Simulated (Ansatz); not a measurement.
SnPHO3 (Cc), computed twice by G0W0.

```
Sn H P O
1.0
     3.53785   -6.17340    0.00000
     3.53785    6.17340    0.00000
    -2.40645    0.00000    4.01611
Sn H P O
2 2 2 6
Direct
  0.03463 0.75762 0.94131
  0.75762 0.03463 0.44131
  0.41254 0.30196 0.89693
  0.30196 0.41254 0.39693
  0.63862 0.36570 0.10893
  0.36570 0.63862 0.60893
  0.76269 0.60704 0.41906
  0.60704 0.76269 0.91906
  0.56563 0.14316 0.17399
  0.14316 0.56563 0.67399
  0.79227 0.39886 0.91665
  0.39886 0.79227 0.41665
```

Geometry: measured cell, ions relaxed with PBE. The runs that relaxed it are not among those shown.

The first (Ansatz 0.2.0; start PBE, 2×2×4 mesh, 806 empty bands, screening to 160 eV, PAW set soft_1 files; 1 × NVIDIA H100 80GB HBM3 (shared by 6 runs) with 2 threads of AMD EPYC 7R13 (Zen 3), shared host) gave, on its mesh: starting gap 3.60 eV, G0W0 gap 5.30 eV, RPA ε∞ (mean) 3.36, 31 s.

Question: The second changes empty bands from 806 to 132 and screening cutoff (eV) from 160.0 to 48. What does it give?

It gave: starting gap 3.60 eV, G0W0 gap 5.06 eV, RPA ε∞ (mean) 3.41, 8.6 s. The G0W0 gap moves by −0.24 eV, +0.00 eV from the start and −0.24 eV from the correction. Σc changes by +0.58 eV at the valence top and +0.34 eV at the conduction bottom, and Σx − Vxc between them by +0.00 eV.

Limits: not at the basis limit; no spin-orbit coupling; coarse k mesh.

[Paths, hosts, dates, memory and timing lines, banners, echoed tables and standing remarks are left out of the program output.]

[Logs are printed without paths, hosts, clocks, repeated set-up lines and the standing remarks that a program may print on its own settings, such as how far it seeks lower states.]

[Runs of the session that timed out or met a known fault of the program may be left out.]

[Cells called generated may have been cut or substituted from an entry of the Crystallography Open Database or the Materials Project.]

[Hosts, paths, dates, database ids (printed as entryN), source tags and the programs' standing remarks are cut or masked in the printed files.]
